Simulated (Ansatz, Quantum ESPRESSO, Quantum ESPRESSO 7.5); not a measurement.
**Conductance against width: vacuum gaps between two Rh(111) faces**

Aim: how the conductance falls as the barrier grows, for vacuum gaps between two Rh(111) faces.

Calculated with Quantum ESPRESSO 7.5; plane-wave DFT, PBEsol, GBRV ultrasoft pseudopotentials (cross-check by Ansatz 0.2.0 with PAW datasets).

### Step 1. Set-up

The cell holds 18 atoms: 18 Rh. Its edges and angles: a = 2.708 Å, b = 2.708 Å, c = 41.091 Å, α = 90.0°, β = 90.0°, γ = 60.0°. It derives from Rh. Regions: left lead, 9 atoms (9 Rh); right lead, 9 atoms (9 Rh). The structure is stacked along c, and the current runs across the ab planes.

### Step 2. Ground state, 3.5 Å

One periodic cell holds a stretch of lead, the junction and more lead; the atoms stay as built.

Contents of j0.scf.in:

```
&control
  prefix = 'j0.scf'
  outdir = './out'
  pseudo_dir = './pseudo'
  calculation = 'scf'
  tprnfor = .true.
/
&system
  ibrav = 0
  nat = 18
  ntyp = 1
  ecutwfc = 40
  ecutrho = 200
  occupations = 'smearing'
  smearing = 'mv'
  degauss = 0.01
/
&electrons
  conv_thr = 1e-07
  mixing_beta = 0.25
  electron_maxstep = 120
  mixing_mode = 'local-TF'
/
ATOMIC_SPECIES
  Rh  102.9055  rh_pbesol_v1.4.uspp.F.UPF
CELL_PARAMETERS angstrom
  2.70821897194448 0.00000000000000 0.00000000000000
  1.35410948597224 2.34538642871489 0.00000000000000
  0.00000000000000 0.00000000000000 41.09127602693654
ATOMIC_POSITIONS crystal
  Rh  0.000000000000 0.000000000000 0.000000000000
  Rh  0.333333333000 0.333333333000 0.053813162909
  Rh  0.666666667000 0.666666667000 0.107626325819
  Rh  0.000000000000 0.000000000000 0.161439488728
  Rh  0.333333333000 0.333333333000 0.215252651638
  Rh  0.666666667000 0.666666667000 0.269065814547
  Rh  0.000000000000 0.000000000000 0.322878977457
  Rh  0.333333333000 0.333333333000 0.376692140366
  Rh  0.666666667000 0.666666667000 0.430505303276
  Rh  0.000000000000 0.000000000000 0.515681533815
  Rh  0.333333333000 0.333333333000 0.569494696724
  Rh  0.666666667000 0.666666667000 0.623307859634
  Rh  0.000000000000 0.000000000000 0.677121022543
  Rh  0.333333333000 0.333333333000 0.730934185453
  Rh  0.666666667000 0.666666667000 0.784747348362
  Rh  0.000000000000 0.000000000000 0.838560511272
  Rh  0.333333333000 0.333333333000 0.892373674181
  Rh  0.666666667000 0.666666667000 0.946186837091
K_POINTS automatic
  10 10 1 0 0 0
```

The run is started by

```console
OMP_NUM_THREADS=1 mpirun -n 4 pw.x -nk 4 -in j0.scf.in > j0.scf.out
```

Output:

```text
Program PWSCF v.7.5 starts
[citation notice left out]

     Parallel version (MPI & OpenMP), running on       4 processor cores
     Number of MPI processes:                 4
     Threads/MPI process:                     1

     MPI processes distributed on     1 nodes
[...]
Current dimensions of program PWSCF are:
     Max number of different atomic species (ntypx) = 10
     Max number of k-points (npk) =  40000
     Max angular momentum in pseudopotentials (lmaxx) =  4
     Message from routine setup:
     using ibrav=0 with symmetry is DISCOURAGED, use correct ibrav instead

     K-points division:     npool     =       4
     Subspace diagonalization in iterative solution of the eigenvalue problem:
     a serial algorithm will be used

     G-vector sticks info
     --------------------
     sticks:   dense  smooth     PW     G-vecs:    dense   smooth      PW
     Sum         361     295     91                84325    60355   11069

     Using Slab Decomposition

     bravais-lattice index     =            0
     lattice parameter (alat)  =       5.1178  a.u.
     unit-cell volume          =    1761.3449 (a.u.)^3
     number of atoms/cell      =           18
     number of atomic types    =            1
     number of electrons       =       270.00
     number of Kohn-Sham states=          162
     kinetic-energy cutoff     =      40.0000  Ry
     charge density cutoff     =     200.0000  Ry
     scf convergence threshold =      1.0E-07
     mixing beta               =       0.2500
     number of iterations used =            8  local-TF  mixing
     Exchange-correlation= SLA  PW   PSX  PSC
                           (   1   4  10   8   0   0   0)

     celldm(1)=   5.117792  celldm(2)=   0.000000  celldm(3)=   0.000000
     celldm(4)=   0.000000  celldm(5)=   0.000000  celldm(6)=   0.000000

     crystal axes: (cart. coord. in units of alat)
               a(1) = (   1.000000   0.000000   0.000000 )
               a(2) = (   0.500000   0.866025   0.000000 )
               a(3) = (   0.000000   0.000000  15.172804 )

     reciprocal axes: (cart. coord. in units 2 pi/alat)
               b(1) = (  1.000000 -0.577350  0.000000 )
               b(2) = (  0.000000  1.154701  0.000000 )
               b(3) = (  0.000000  0.000000  0.065907 )

     PseudoPot. # 1 for Rh read from file:
     ./pseudo/rh_pbesol_v1.4.uspp.F.UPF
     Pseudo is Ultrasoft + core correction, Zval = 15.0
     Generated by new atomic code, or converted to UPF format
     Using radial grid of  969 points,  7 beta functions with:
                l(1) =   0
                l(2) =   0
                l(3) =   1
                l(4) =   1
                l(5) =   2
                l(6) =   2
                l(7) =   2
     Q(r) pseudized with  8 coefficients,  rinner =    1.200   1.200   1.200
                                                       1.200   1.200

     atomic species   valence    mass     pseudopotential
     Rh               15.00   102.90550     Rh( 1.00)

      6 Sym. Ops. (no inversion) found

   Cartesian axes

     site n.     atom                  positions (alat units)
         1        Rh     tau(   1) = (   0.0000000   0.0000000   0.0000000  )
         2        Rh     tau(   2) = (   0.5000000   0.2886751   0.8164966  )
         3        Rh     tau(   3) = (   1.0000000   0.5773503   1.6329932  )
         4        Rh     tau(   4) = (   0.0000000   0.0000000   2.4494897  )
         5        Rh     tau(   5) = (   0.5000000   0.2886751   3.2659863  )
         6        Rh     tau(   6) = (   1.0000000   0.5773503   4.0824829  )
         7        Rh     tau(   7) = (   0.0000000   0.0000000   4.8989795  )
         8        Rh     tau(   8) = (   0.5000000   0.2886751   5.7154761  )
         9        Rh     tau(   9) = (   1.0000000   0.5773503   6.5319726  )
        10        Rh     tau(  10) = (   0.0000000   0.0000000   7.8243349  )
        11        Rh     tau(  11) = (   0.5000000   0.2886751   8.6408315  )
        12        Rh     tau(  12) = (   1.0000000   0.5773503   9.4573281  )
        13        Rh     tau(  13) = (   0.0000000   0.0000000  10.2738247  )
        14        Rh     tau(  14) = (   0.5000000   0.2886751  11.0903212  )
        15        Rh     tau(  15) = (   1.0000000   0.5773503  11.9068178  )
        16        Rh     tau(  16) = (   0.0000000   0.0000000  12.7233144  )
        17        Rh     tau(  17) = (   0.5000000   0.2886751  13.5398110  )
        18        Rh     tau(  18) = (   1.0000000   0.5773503  14.3563076  )

     number of k points=    14  Marzari-Vanderbilt smearing, width (Ry)=  0.0100
                       cart. coord. in units 2pi/alat
        k(    1) = (   0.0000000   0.0000000   0.0000000), wk =   0.0200000
        k(    2) = (   0.0000000   0.1154701   0.0000000), wk =   0.1200000
        k(    3) = (   0.0000000   0.2309401   0.0000000), wk =   0.1200000
        k(    4) = (   0.0000000   0.3464102   0.0000000), wk =   0.1200000
        k(    5) = (   0.0000000   0.4618802   0.0000000), wk =   0.1200000
        k(    6) = (   0.0000000  -0.5773503   0.0000000), wk =   0.0600000
        k(    7) = (   0.1000000   0.1732051   0.0000000), wk =   0.1200000
        k(    8) = (   0.1000000   0.2886751   0.0000000), wk =   0.2400000
        k(    9) = (   0.1000000   0.4041452   0.0000000), wk =   0.2400000
        k(   10) = (   0.1000000  -0.6350853   0.0000000), wk =   0.2400000
[...]
k(   14) = (   0.3000000  -0.6350853   0.0000000), wk =   0.1200000

     Dense  grid:    84325 G-vectors     FFT dimensions: (  24,  24, 360)

     Smooth grid:    60355 G-vectors     FFT dimensions: (  24,  24, 320)

     Estimated max dynamical RAM per process >     308.61 MB

     Estimated total dynamical RAM >       1.15 GB

     Initial potential from superposition of free atoms

     starting charge     260.9984, renormalised to     270.0000

     negative rho (up, down):  1.043E+00 0.000E+00
     Starting wfcs are  216 randomized atomic wfcs

     total cpu time spent up to now is        8.6 secs

     per-process dynamical memory:   185.1 Mb

     Self-consistent Calculation

     iteration #  1     ecut=    40.00 Ry     beta= 0.25
     Davidson diagonalization with overlap
     ethr =  1.00E-02,  avg # of iterations =  2.0

     negative rho (up, down):  1.029E+00 0.000E+00

     total cpu time spent up to now is       29.1 secs

     total energy              =   -3082.37975685 Ry
     estimated scf accuracy    <      13.65480834 Ry

     iteration #  2     ecut=    40.00 Ry     beta= 0.25
[...]
16.0487  16.0610  16.1383  16.1962  16.2347  16.2740  16.3369  16.3869
    16.4575  16.6989  16.8507  16.9732  17.0254  17.0640  17.1063  17.1238
    17.1704  17.2028  17.2055  17.2186  17.2324  17.2523  17.3054  17.3328
    17.3328  17.3985  17.4237  17.4446  17.5216  17.5824  17.5899  17.6770
    17.6990  17.7300  17.7352  17.7413  17.7885  17.8091  17.8523  17.8987
    17.9331  18.0040  18.0167  18.0478  18.0958  18.1505  18.2007  18.2239
    18.3037  18.3203  18.4463  18.5079  18.5730  18.7065  18.7606  18.8370
    18.9371  18.9584  19.0841  19.1026  19.1936  19.2851  19.3806  19.5097
    19.5933  19.6842  19.8400  19.8562  20.0332  20.1882  20.2579  20.3065
    20.4023  20.4542  20.9413  21.0859  21.9285  22.2976  22.9007  23.6560
    23.9114  24.5724

          k = 0.0000 0.3464 0.0000 (  7531 PWs)   bands (ev):

   -27.0365 -27.0315 -27.0209 -27.0052 -26.9989 -26.9932 -26.9897 -26.9776
   -26.9738 -26.9604 -26.9434 -26.9304 -26.9161 -26.9004 -26.8833 -26.8741
   -26.8610 -26.8478 -26.8448 -26.8192 -26.7877 -26.7556 -26.7244 -26.6963
   -26.6868 -26.6867 -26.6742 -26.6708 -26.6676 -26.6588 -26.6496 -26.6482
   -26.6377 -26.6283 -26.6256 -26.6096 -26.6065 -26.5947 -26.5841 -26.5834
   -26.5712 -26.5607 -26.5605 -26.5499 -26.5427 -26.5425 -26.5388 -26.5321
   -26.4248 -26.4244 -26.2078 -26.2040 -26.1786 -26.1782  13.9398  13.9984
    14.0944  14.2090  14.3308  14.3520  14.3601  14.3766  14.4025  14.4116
    14.4821  14.5846  14.6948  14.7165  14.7610  14.8454  14.8835  14.9740
    15.0462  15.1150  15.2066  15.2919  15.3887  15.4206  15.5100  15.6689
    15.8673  16.0474  16.1686  16.2819  16.4043  16.4835  16.5354  16.6790
    16.7269  16.8797  16.8986  16.9958  17.0368  17.0818  17.0901  17.0972
    17.1170  17.1497  17.1981  17.2167  17.2363  17.3285  17.3300  17.3565
    17.5085  17.5508  17.6736  17.6839  17.8780  17.9075  18.0705  18.0914
    18.2026  18.2593  18.3219  18.4138  18.5211  18.5451  18.6687  18.6711
    18.7838  18.8899  18.9475  18.9963  19.0455  19.0564  19.0922  19.0994
    19.1068  19.1206  19.1532  19.1554  19.1733  19.2368  19.2791  19.3257
    19.4153  19.4291  19.4953  19.5612  19.6276  19.6705  19.7056  19.7448
    19.8003  19.9190  20.0418  20.0798  20.2265  20.3671  20.4600  20.4796
    20.5241  20.9885  21.8499  22.1014  23.1365  23.5238  24.3194  25.1951
    25.5217  26.6310

          k = 0.0000 0.4619 0.0000 (  7553 PWs)   bands (ev):

   -27.1147 -27.1129 -27.1051 -27.0929 -27.0856 -27.0831 -27.0725 -27.0713
   -27.0555 -27.0523 -27.0354 -27.0311 -27.0149 -27.0131 -26.9960 -26.9840
   -26.8724 -26.8667 -26.8420 -26.8120 -26.7811 -26.7534 -26.7284 -26.7225
   -26.7225 -26.7117 -26.7092 -26.7043 -26.6953 -26.6945 -26.6859 -26.6842
   -26.6712 -26.6697 -26.6579 -26.6438 -26.6408 -26.6246 -26.6172 -26.6120
   -26.5987 -26.5910 -26.5872 -26.5759 -26.5714 -26.5678 -26.5637 -26.5596
   -26.5351 -26.5345 -26.2093 -26.2089 -26.1992 -26.1967  13.8836  13.9199
    13.9295  13.9841  14.0029  14.0912  14.1035  14.2077  14.2204  14.2280
    14.2636  14.3510  14.3621  14.3880  14.4756  14.4908  14.5367  14.5857
    14.6488  14.6931  14.8245  14.8477  15.0403  15.0768  15.1306  15.3678
    15.6264  15.8633  16.0388  16.2100  16.4170  16.6021  16.6825  16.7755
    16.8152  16.8486  16.8698  16.9288  16.9849  17.0264  17.1518  17.1625
    17.1928  17.3380  17.3747  17.5459  17.5466  17.6454  17.7832  17.9079
    18.0404  18.0438  18.2188  18.3204  18.4796  18.6133  18.6245  18.8244
    18.8914  19.0064  19.1816  19.2697  19.4155  19.5297  19.5860  19.6520
    19.8224  19.8585  19.9518  19.9589  19.9681  19.9887  20.0147  20.0253
    20.0472  20.0848  20.0953  20.1393  20.1794  20.1957  20.1963  20.2268
    20.2521  20.2794  20.2930  20.3026  20.3203  20.4078  20.5019  20.5443
    20.5650  20.6052  20.6284  20.8345  21.0506  21.0719  21.1550  21.1859
    21.3887  21.7157  22.6156  22.9680  24.0375  24.3082  25.4198  25.6897
    26.6554  26.9354

          k = 0.0000-0.5774 0.0000 (  7558 PWs)   bands (ev):

   -27.1617 -27.1597 -27.1518 -27.1386 -27.1232 -27.1185 -27.1113 -27.1089
   -27.0976 -27.0927 -27.0787 -27.0732 -27.0607 -27.0546 -27.0466 -27.0429
   -26.8367 -26.8367 -26.7640 -26.7630 -26.7545 -26.7481 -26.7425 -26.7361
   -26.7360 -26.7325 -26.7263 -26.7257 -26.7232 -26.7181 -26.7079 -26.6973
   -26.6949 -26.6840 -26.6703 -26.6624 -26.6527 -26.6360 -26.6327 -26.6231
   -26.6094 -26.6052 -26.5975 -26.5859 -26.5855 -26.5776 -26.5750 -26.5735
   -26.5701 -26.5680 -26.2211 -26.2206 -26.1959 -26.1940  13.6874  13.7442
    13.8322  13.8433  13.9099  13.9519  14.0125  14.0426  14.0861  14.0947
    14.1524  14.1840  14.2321  14.2979  14.3248  14.3709  14.4600  14.4920
    14.5003  14.5903  14.5974  14.6978  14.8829  14.9280  15.0075  15.2537
    15.5159  15.8117  16.0081  16.2021  16.3242  16.4727  16.5571  16.6628
    16.7046  16.7470  16.7776  16.8397  16.9405  17.0844  17.2648  17.2815
    17.2921  17.4874  17.5322  17.5689  17.7313  17.8281  17.8561  18.0149
    18.3012  18.3054  18.3564  18.6265  18.6644  18.6847  18.9213  19.2530
    19.2535  19.2927  19.5200  19.5951  19.6196  19.8105  20.0022  20.1851
    20.1879  20.2310  20.2820  20.3435  20.3743  20.3780  20.3837  20.3948
    20.4098  20.4119  20.4268  20.4461  20.4671  20.4925  20.5211  20.5471
    20.5777  20.6111  20.6572  20.6573  20.7081  20.7404  20.7540  20.9294
    20.9315  21.3213  21.6341  22.2751  22.5445  23.0153  23.1023  23.2619
    23.3135  23.3893  23.6829  23.7432  23.8268  23.8476  24.0177  24.0580
    24.0918  24.1023

[...]
the Fermi energy is    19.8516 ev

!    total energy              =   -3080.74635660 Ry
     estimated scf accuracy    <       0.00000004 Ry
     smearing contrib. (-TS)   =      -0.00180461 Ry
     internal energy E=F+TS    =   -3080.74455199 Ry

     The total energy is F=E-TS. E is the sum of the following terms:
     one-electron contribution =    -984.32900226 Ry
     hartree contribution      =     722.18898113 Ry
     xc contribution           =    -535.28403467 Ry
     ewald contribution        =   -2283.32049620 Ry

     convergence has been achieved in  12 iterations

     negative rho (up, down):  1.075E+00 0.000E+00

     Forces acting on atoms (cartesian axes, Ry/au):

     atom    1 type  1   force =     0.00000000    0.00000000    0.00008130
     atom    2 type  1   force =     0.00000000    0.00000000    0.00015485
     atom    3 type  1   force =     0.00000000    0.00000000   -0.00017932
     atom    4 type  1   force =     0.00000000    0.00000000    0.00019473
     atom    5 type  1   force =     0.00000000    0.00000000   -0.00063912
     atom    6 type  1   force =     0.00000000    0.00000000   -0.00121513
     atom    7 type  1   force =     0.00000000    0.00000000    0.00521121
     atom    8 type  1   force =     0.00000000    0.00000000    0.01454072
     atom    9 type  1   force =     0.00000000    0.00000000   -0.00297533
     atom   10 type  1   force =     0.00000000    0.00000000    0.00297630
     atom   11 type  1   force =     0.00000000    0.00000000   -0.01454011
     atom   12 type  1   force =     0.00000000    0.00000000   -0.00521049
     atom   13 type  1   force =     0.00000000    0.00000000    0.00121535
     atom   14 type  1   force =     0.00000000    0.00000000    0.00064139
     atom   15 type  1   force =     0.00000000    0.00000000   -0.00019426
     atom   16 type  1   force =     0.00000000    0.00000000    0.00017640
     atom   17 type  1   force =     0.00000000    0.00000000   -0.00015605
     atom   18 type  1   force =     0.00000000    0.00000000   -0.00008245

     Total force =     0.022335     Total SCF correction =     0.001142

[...]
=------------------------------------------------------------------------------=
   JOB DONE.
=------------------------------------------------------------------------------=
```

Wall time 3.8 min (4 MPI ranks of Arm Neoverse V1, shared host); peak memory 1.4 GiB; 15 min of CPU time.

This step gave:

* free energy: -41915.6895 eV
* Fermi energy: 19.85 eV

The run needed 12 iterations to bring the estimated error under 1e-07 Ry; the largest force on any atom, held or free, is 0.37 eV/Å.

(Continued in part 2 of 5.)

[Logs are printed without paths, hosts, clocks, repeated set-up lines and the standing remarks that a program may print on its own settings, such as how far it seeks lower states.]

[Hosts, paths, dates, database ids (printed as entryN), source tags and the programs' standing remarks are cut or masked in the printed files.]

[Maps of the electrostatic potential energy from Ansatz leave out the sawtooth potential of an applied field or a dipole correction, so their vacuum need not be flat; planar profiles and work functions include it.]
